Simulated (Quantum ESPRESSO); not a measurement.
Records of electronic-structure calculations.

## E(M) of MnAu2

Symmetry: I4/mmm, No. 139, tetragonal system. Conventional cell: a = 3.388 Å, b = 3.388 Å, c = 8.755 Å, α = 90.00°, β = 90.00°, γ = 90.00°. Nearest to Mn lie 10 Au at 2.78 to 2.97 Å. Nearest to Au lie 5 Mn at 2.78 to 2.97 Å and 5 Au at 2.81 to 2.86 Å. Farther neighbours are not listed.

* method: PBEsol; plane waves with GBRV 1.5 PBEsol potentials, no spin-orbit coupling (and 1 further level or step)
* program: Quantum ESPRESSO 7.5
* settings of one run: GBRV 1.5 PBEsol, potential files Au: au_pbesol_v1.uspp.F.UPF, Mn: mn_pbesol_v1.5.uspp.F.UPF, cutoff 544.23 eV, 12×12×12 k-mesh, 28 bands, fermi-dirac occupations, smearing width 0.1 eV, collinear spin, SCF threshold 6.00e-9, starting moments 3.5 0 0 μB
* cost: 9 runs, 33 min in all on 2 MPI ranks of Arm Neoverse V2, shared host (the runs of this entry)
* notes: The run is spin-polarised, with a total moment of 4.04 μB a cell (absolute 4.30). The cell holds one seeded atom, so opposed orders, which may lie lower, cannot form in it.
* moment of the free run: 4.04 μB a cell
* energy at zero total moment: 1895 meV a cell over the lowest
* ΔE/ΔM² from the lowest point to 4.55 and to 3.64 μB: 422 and 465 meV/μB²

At zero total moment the site moments vanish, so the 1895 meV a cell is the energy of forming them. The points show one minimum alone.

[Hosts, paths, dates, database ids (printed as entryN), source tags and the programs' standing remarks are cut or masked in the printed files.]

[Where a cell is said to come from a database of computed structures, the database is the Materials Project.]
